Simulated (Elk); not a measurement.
# Dielectric function and optical constants of SrCl2

Aim: the dielectric function of SrCl2, and the optical constants that follow from it.

Main program and level: Elk 11.2.3 (patched build); DFT, PBE, all-electron APW+lo, Dirac cores, scalar-relativistic bands, independent-particle optical response without local fields.

## Step 1: The starting structure

The structure is cubic, space group Fm-3m (No. 225). The conventional cell has a = 6.977 Å, b = 6.977 Å, c = 6.977 Å, α = 90.00°, β = 90.00°, γ = 90.00°. Nearest to Sr lie 8 Cl at 3.02 Å. Cl has 4 Sr at 3.02 Å nearest. Farther neighbours, and contacts between anions beyond the nearest, are not listed.

## Step 2: Ground state

The self-consistent density comes first; it also tells whether there is a gap, which decides the occupations and the need for a Drude term.

This step: DFT, PBE, all-electron APW+lo, Dirac cores, scalar-relativistic bands, ground state (Elk 11.2.3 (patched build)).

elk.in

```
tasks
  0
  120

xctype
  20

nempty
  14

lorbcnd
  .true.

rgkmax
  7.0

swidth
  0.0018375

maxscl
  100

epsengy
  1e-05

sppath
  './'

avec
  0.0000000000 6.5920261268 6.5920261268
  6.5920261268 0.0000000000 6.5920261268
  6.5920261268 6.5920261268 0.0000000000

atoms
  2
  'Sr.in'
  1
  0.0000000000 0.0000000000 0.0000000000   0.000 0.000 0.000
  'Cl.in'
  2
  0.7500000000 0.7500000000 0.7500000000   0.000 0.000 0.000
  0.2500000000 0.2500000000 0.2500000000   0.000 0.000 0.000

ngridk
  5 5 5

vkloff
  0.0500 0.1500 0.2500
```

On the command line:

```console
$ OMP_NUM_THREADS=2 elk
```

The program printed:

```text
┌─────────────────────────┐
│ Elk code version 11.2.3 │
└─────────────────────────┘

All units are atomic (Hartree, Bohr, etc.)

┌─────────────────────────────────────────────────┐
│ Ground-state run starting from atomic densities │
└─────────────────────────────────────────────────┘

Lattice vectors :
   0.000000000       6.592026127       6.592026127
   6.592026127       0.000000000       6.592026127
   6.592026127       6.592026127       0.000000000

Reciprocal lattice vectors :
 -0.4765746666      0.4765746666      0.4765746666
  0.4765746666     -0.4765746666      0.4765746666
  0.4765746666      0.4765746666     -0.4765746666

Unit cell volume      :    572.9104654
Brillouin zone volume :   0.4329650590

Muffin-tin inner radius fraction :   0.1000000000E-01

Nuclei treated as point charges

Species : 1 (Sr)
 parameters loaded from : Sr.in
 name : strontium
 nuclear charge    :   -38.00000000
 electronic charge :    38.00000000
 atomic mass :    159721.4892
 muffin-tin radius :    2.600000000
 number of radial points in muffin-tin :   1193
 inner part over the whole radius :   0.9909106339E-02
 number on inner part of muffin-tin    :    847
 approximate nuclear radius :   0.8067967193E-04
 number of mesh points to nuclear radius :    415
 atomic positions (lattice), magnetic fields (Cartesian) :
  1 :   0.00000000  0.00000000  0.00000000    0.00000000  0.00000000  0.00000000

Species : 2 (Cl)
 parameters loaded from : Cl.in
 name : chlorine
 nuclear charge    :   -17.00000000
 electronic charge :    17.00000000
 atomic mass :    64626.86550
 muffin-tin radius :    2.200000000
 number of radial points in muffin-tin :    793
 inner part over the whole radius :   0.9992010025E-02
 number on inner part of muffin-tin    :    555
 approximate nuclear radius :   0.6305718926E-04
 number of mesh points to nuclear radius :    253
 atomic positions (lattice), magnetic fields (Cartesian) :
  1 :  -0.25000000 -0.25000000 -0.25000000    0.00000000  0.00000000  0.00000000
  2 :   0.25000000  0.25000000  0.25000000    0.00000000  0.00000000  0.00000000

Total number of atoms per unit cell :    3
Total muffin-tin volume :    162.8266528
 ratio of muffin-tin to unit cell volume :   0.2842095976

Spin treatment :
 spin-unpolarised

Number of Bravais lattice symmetries :   48
Number of crystal symmetries         :   48
Crystal has inversion symmetry
Real symmetric eigensolver will be used

k-point grid :      5     5     5
k-point offset :   0.5000000000E-01  0.1500000000      0.2500000000
k-point set is reduced with full crystal symmetry group
Total number of k-points :      125

Muffin-tin radius times maximum |G+k| :    7.000000000
 using average radius
Maximum |G+k| for APW functions       :    3.000000000
Maximum (1/2)|G+k|²                   :    4.500000000
Maximum |G| for potential and density :    12.00000000
Constant for pseudocharge density :    8
 order of it for each species :   15  15
 order of it for pair densities of each species (exact exchange by exxq0 0: 15) :   12   8
Radial integration step length :    1

G-vector grid sizes :     36    36    36
Number of G-vectors :    16625

Maximum angular momentum used for
 APW functions            :    8
 outer part of muffin-tin :    6
 inner part of muffin-tin :    2

Total nuclear charge    :   -72.00000000
Total core charge       :    48.00000000
Total valence charge    :    24.00000000
Total excess charge     :    0.000000000
Total electronic charge :    72.00000000

Effective Wigner radius, rₛ :    1.238478723

Number of empty states         :     42
Total number of valence states :     55
Total number of core states    :     48

Conduction state local-orbitals added automatically
Third-order local-orbitals added for an l without core states : F
Total number of local-orbitals :    165

Exchange-correlation functional :     20     0     0
 Perdew-Burke-Ernzerhof, Phys. Rev. Lett. 77, 3865 (1996)
 gradient requirement :    1
 generalised gradient approximation (GGA)

Smearing type :    3
 Fermi-Dirac
Smearing width :   0.1837500000E-02
Effective electronic temperature (K) :    580.2366081

Mixing type :    3
 Broyden mixing, J. Phys. A: Math. Gen. 17, L317 (1984)

Kohn-Sham potential initialised from atomic data

┌──────────────────────────────┐
│ Self-consistent loop started │
└──────────────────────────────┘

┌─────────────────┐
│ Loop number : 1 │
└─────────────────┘

Energies :
 Fermi                       :    -0.521049E-01
 sum of occupied eigenvalues :     -2404.9408963350
 electron kinetic            :      4204.1757454217
 core electron kinetic       :      4118.7010948732
 Coulomb                     :     -8146.0889902593
 Coulomb potential           :     -6390.4770552668
 nuclear-nuclear             :     -454.05839710330
 electron-nuclear            :     -9001.3986105981
 Hartree                     :      1309.3680174421
 Madelung                    :     -4950.8504626259
 xc potential                :     -218.63958648992
 exchange                    :     -158.60188937946
 correlation                 :     -3.225048
 electron entropic           :    -0.420644E-11
 total energy                :     -4103.7401820988

Density of states at Fermi energy :   0.5401334648E-07
 (states/Hartree/unit cell)

Estimated indirect band gap :   0.2120028354
 from k-point 113 to k-point 1
Estimated direct band gap   :   0.2218197042
 at k-point 1

Charges :
 core                        :    48.00000000
 valence                     :    24.00000000
 interstitial                :    4.566301795
 muffin-tins (core leakage)
  species : 1 (Sr)
   atom 1                    :    35.86969555     (  0.2830707781E-04)
  species : 2 (Cl)
   atom 1                    :    15.78200133     (  0.1489536505E-04)
   atom 2                    :    15.78200133     (  0.1489536505E-04)
 total in muffin-tins        :    67.43369821
 total calculated charge     :    71.99997609
 total charge                :    72.00000000
 error                       :   0.2390537647E-04

┌─────────────────┐
│ Loop number : 2 │
└─────────────────┘

Energies :
 Fermi                       :    -0.508224E-01
 sum of occupied eigenvalues :     -2404.8615769707
 electron kinetic            :      4202.3729094962
 core electron kinetic       :      4117.3876118659
 Coulomb                     :     -8146.0655904989
 Coulomb potential           :     -6390.4669969665
 nuclear-nuclear             :     -454.05839710330
 electron-nuclear            :     -9001.3607067562
 Hartree                     :      1309.3535133606
 Madelung                    :     -4950.8320920156
 xc potential                :     -216.76748950038
 exchange                    :     -158.59989826382
 correlation                 :     -3.225051
 electron entropic           :    -0.420651E-11
 total energy                :     -4105.5176301327

Density of states at Fermi energy :   0.5402275384E-07
 (states/Hartree/unit cell)

Estimated indirect band gap :   0.2117619957
 from k-point 113 to k-point 1
Estimated direct band gap   :   0.2215950462
 at k-point 1

Charges :
 core                        :    48.00000000
 valence                     :    24.00000000
 interstitial                :    4.568588942
 muffin-tins (core leakage)
  species : 1 (Sr)
   atom 1                    :    35.87055136     (  0.2830271792E-04)
  species : 2 (Cl)
   atom 1                    :    15.78042985     (  0.1490328629E-04)
   atom 2                    :    15.78042985     (  0.1490328629E-04)
 total in muffin-tins        :    67.43141106
 total calculated charge     :    71.99997608
 total charge                :    72.00000000
 error                       :   0.2392255637E-04

RMS change in Kohn-Sham potential (target) :   0.3513428680     (  0.1000000000E-05)
Absolute change in total energy (target)   :    1.777448034     (  0.1000000000E-04)

[... 13 loops left out ...]

┌──────────────────┐
│ Loop number : 16 │
└──────────────────┘

Energies :
 Fermi                       :     0.760783E-01
 sum of occupied eigenvalues :     -2396.5997316802
 electron kinetic            :      4203.2144525184
 core electron kinetic       :      4117.8880931990
 Coulomb                     :     -8144.6152015103
 Coulomb potential           :     -6389.7028498675
 nuclear-nuclear             :     -454.05839710330
 electron-nuclear            :     -8999.1149411386
 Hartree                     :      1308.5581367316
 Madelung                    :     -4949.7637765765
 xc potential                :     -210.11133433107
 exchange                    :     -158.49685823885
 correlation                 :     -3.225242
 electron entropic           :    -0.417317E-11
 total energy                :     -4103.1228492966

Density of states at Fermi energy :   0.5400923574E-07
 (states/Hartree/unit cell)

Estimated indirect band gap :   0.2006028965
 from k-point 113 to k-point 1
Estimated direct band gap   :   0.2107986568
 at k-point 61

Charges :
 core                        :    48.00000000
 valence                     :    24.00000000
 interstitial                :    4.667996586
 muffin-tins (core leakage)
  species : 1 (Sr)
   atom 1                    :    35.92056200     (  0.2813265985E-04)
  species : 2 (Cl)
   atom 1                    :    15.70572071     (  0.1521997652E-04)
   atom 2                    :    15.70572071     (  0.1521997652E-04)
 total in muffin-tins        :    67.33200341
 total calculated charge     :    71.99997448
 total charge                :    72.00000000
 error                       :   0.2551788820E-04

RMS change in Kohn-Sham potential (target) :   0.4069085273E-08 (  0.1000000000E-05)
Absolute change in total energy (target)   :   0.2591012162E-05 (  0.1000000000E-04)

Convergence targets achieved

┌──────────────────┐
│ Loop number : 17 │
└──────────────────┘

Energies :
 Fermi                       :     0.760783E-01
 sum of occupied eigenvalues :     -2396.5997318819
 electron kinetic            :      4203.2144523112
 core electron kinetic       :      4117.8880930077
 Coulomb                     :     -8144.6152014908
 Coulomb potential           :     -6389.7028498229
 nuclear-nuclear             :     -454.05839710330
 electron-nuclear            :     -8999.1149411358
 Hartree                     :      1308.5581367483
 Madelung                    :     -4949.7637765793
 xc potential                :     -210.11133437025
 exchange                    :     -158.49685824042
 correlation                 :     -3.225242
 electron entropic           :    -0.417317E-11
 total energy                :     -4103.1228494857

Density of states at Fermi energy :   0.5400923570E-07
 (states/Hartree/unit cell)

Estimated indirect band gap :   0.2006028955
 from k-point 113 to k-point 1
Estimated direct band gap   :   0.2107986558
 at k-point 61

Charges :
 core                        :    48.00000000
 valence                     :    24.00000000
 interstitial                :    4.667996581
 muffin-tins (core leakage)
  species : 1 (Sr)
   atom 1                    :    35.92056200     (  0.2813266192E-04)
  species : 2 (Cl)
   atom 1                    :    15.70572071     (  0.1521997702E-04)
   atom 2                    :    15.70572071     (  0.1521997702E-04)
 total in muffin-tins        :    67.33200342
 total calculated charge     :    71.99997448
 total charge                :    72.00000000
 error                       :   0.2551789062E-04

┌──────────────────────────────┐
│ Self-consistent loop stopped │
└──────────────────────────────┘

Wrote STATE.OUT
```

It took 65 s on 2 threads of Arm Neoverse V2, shared host; peak memory 0.14 GiB.

Read-outs:

```
total energy           : -4103 Ha
Fermi energy           : 2.070 eV
DOS at the Fermi level : 1.98e-9 states/eV/cell
gap on the k-mesh      : 5.459 eV
direct gap on the mesh : 5.736 eV
```

There is a gap, 5.46 eV on this mesh (points off the mesh can give less), so no carriers' term is needed.

## Step 3: Independent particles

With the density converged, the vertical transitions are summed over the zone.

This step: DFT, PBE, all-electron APW+lo, Dirac cores, scalar-relativistic bands, independent-particle optical response without local fields (Elk 11.2.3 (patched build)).

elk.in, as its differences from that of step 2:

```diff
@@ -1,4 +1,6 @@
 tasks
-  0
-  120
+  121
+
+optcomp
+  1 1
 
@@ -17,9 +19,7 @@
 swidth
-  0.0018375
+  0.0036749
 
-maxscl
-  100
-
-epsengy
-  1e-05
+wplot
+  400 100 0
+  0.0 0.55124
```

On the command line:

```console
$ OMP_NUM_THREADS=2 elk
```

The program printed:

```text
┌─────────────────────────────────┐
│ Elk code version 11.2.3 started │
└─────────────────────────────────┘

Info(readinput): the functional depends on the density's gradient
 muffin-tin radial points multiplied by    2.00000
 (not where nrmtscf is given)

┌────────────────────┐
│ Current task : 121 │
└────────────────────┘

Info(dielectric):
 dielectric tensor written to EPSILON_ij.OUT
 optical conductivity written to SIGMA_ij.OUT
 for components
  i = 1, j = 1

┌──────────────────┐
│ Elk code stopped │
└──────────────────┘
```

Run time: 0.96 s. Hardware: 2 threads; peak memory 0.04 GiB.

Read-outs:

```
electronic dielectric constant ε∞, mean of the axes : 3.063
```

The Im ε, E ∥ x has structure finer than the step of the table below, so its rows give means over 0.5 eV. Peaks (eV: height): 7.61: 7.67, 8.25: 6.25, 9.71: 4.24, 12.15: 2.39.

Sum at mesh points, not converged in k; values under the direct gap are tails of Lorentzian lines. The Im ε, E ∥ x by photon energy; means over each step:

```tsv
photon energy (eV)	Im ε, E ∥ x
0.5	0.00243
1.0	0.00497
1.5	0.00775
2.0	0.0109
2.5	0.0147
3.0	0.0195
3.5	0.0258
4.0	0.0348
4.5	0.0486
5.0	0.0738
5.5	0.178
6.0	0.428
6.5	1.67
7.0	2.40
7.5	6.27
8.0	6.23
8.5	5.03
9.0	3.09
9.5	3.57
10.0	3.58
10.5	2.23
11.0	1.85
11.5	1.75
12.0	2.08
12.5	1.87
13.0	2.07
13.5	1.48
14.0	1.37
14.5	1.54
```

The reflectivity at normal incidence, E ∥ x has structure finer than the step of the table below, so its rows give means over 0.5 eV. Peaks (eV: height): 6.49: 19.9, 7.84: 32.1, 8.29: 31.0, 8.66: 32.0, 10.24: 28.6, 12.22: 18.6, 13.12: 20.0.

Sum at mesh points, not converged in k. Table of reflectivity at normal incidence, E ∥ x by photon energy; means over each step:

photon energy (eV), reflectivity at normal incidence, E ∥ x (%) and a bar from the least value:
```
      0.5        7.5 
      1.0        7.5 
      1.5        7.7 
      2.0        7.9 #
      2.5        8.1 #
      3.0        8.5 #
      3.5        8.9 ##
      4.0        9.5 ###
      4.5       10.3 ####
      5.0       11.4 #####
      5.5       13.2 ########
      6.0       15.3 ###########
      6.5       18.5 ###############
      7.0       21.0 ###################
      7.5       29.0 ##############################
      8.0       29.0 ##############################
      8.5       28.9 ##############################
      9.0       20.5 ##################
      9.5       20.0 #################
     10.0       26.9 ###########################
     10.5       23.9 #######################
     11.0       14.9 ##########
     11.5       12.5 #######
     12.0       14.2 #########
     12.5       13.9 #########
     13.0       17.4 ##############
     13.5       17.3 ##############
     14.0       11.2 #####
     14.5       12.3 #######
```

The loss function −Im 1/ε at q → 0, E ∥ x has structure finer than the step of the table below, so its rows give means over 0.5 eV. Peaks (eV: height): 9.00: 0.324, 10.84: 0.665, 11.36: 0.586, 12.34: 0.568, 13.65: 0.826.

Sum at mesh points, not converged in k; values under the direct gap are tails of Lorentzian lines. The loss function −Im 1/ε at q → 0, E ∥ x by energy loss; means over each step:

```tsv
energy loss (eV)	loss function −Im 1/ε at q → 0, E ∥ x
0.5	2.6e-4
1.0	5.2e-4
1.5	8.0e-4
2.0	0.00109
2.5	0.00141
3.0	0.00177
3.5	0.00220
4.0	0.00271
4.5	0.00339
5.0	0.00441
5.5	0.00822
6.0	0.0157
6.5	0.0451
7.0	0.0487
7.5	0.0777
8.0	0.146
8.5	0.196
9.0	0.304
9.5	0.247
10.0	0.280
10.5	0.449
11.0	0.512
11.5	0.504
12.0	0.429
12.5	0.491
13.0	0.468
13.5	0.685
14.0	0.659
14.5	0.592
```

At chosen wavelengths:

```tsv
wavelength (nm)	n	k	R (%)	1/α
1550	1.75	0.001	7.5	110 µm
1064	1.76	0.002	7.6	51 µm
800	1.77	0.002	7.7	28 µm
450	1.81	0.005	8.3	7.6 µm
365	1.84	0.007	8.8	4.4 µm
248	2.02	0.018	11.4	1.1 µm
193	2.55	0.335	19.8	46 nm
```

Below the direct gap, k and the depth come from the tails of the Lorentzian lines, not from transitions.

Rows near the edge hang on the gap, which this functional as a rule makes too small, and phonon-assisted absorption over an indirect gap is left out.

## Step 4: Summary of results

- electronic dielectric constant ε∞, mean of the axes (independent particles): 3.06

In words: At this level (PBE, independent particles) SrCl2 has ε∞ = 3.06 and n = 1.75 at 1550 nm. On the mesh the gap is 5.46 eV and the least direct gap 5.74 eV, so on this mesh the band edges lie at different points. Excitons and phonon-assisted transitions are missing, and so are local fields; PBE gaps are as a rule too small, which pulls the onset down and ε∞ up. The sum runs over mesh points 0.31 Å⁻¹ apart with no interpolation, so peaks are partly noise of the mesh and static values carry its error. The mesh is shifted off Γ, so gaps read from it can miss the band edges.

[Long decimals in the printed logs are rounded to 6 places.]

[Machine, clock and banner lines and Python warnings are left out of the logs.]

[Logs are printed without paths, hosts, clocks, repeated set-up lines and the standing remarks that a program may print on its own settings, such as how far it seeks lower states.]

[Hosts, paths, dates, database ids (printed as entryN), source tags and the programs' standing remarks are cut or masked in the printed files.]

[Where Elk ran, warnings of its patched build on accuracy (core leakage, angular cutoffs, spin-orbit splittings, empty states, lower magnetic states) are left out.]

[Where the starting crystal was built by hand or by swapping elements, it need not be the compound's stable phase.]

[The count of steps not shown may lack steps that the program refused or didn't finish.]
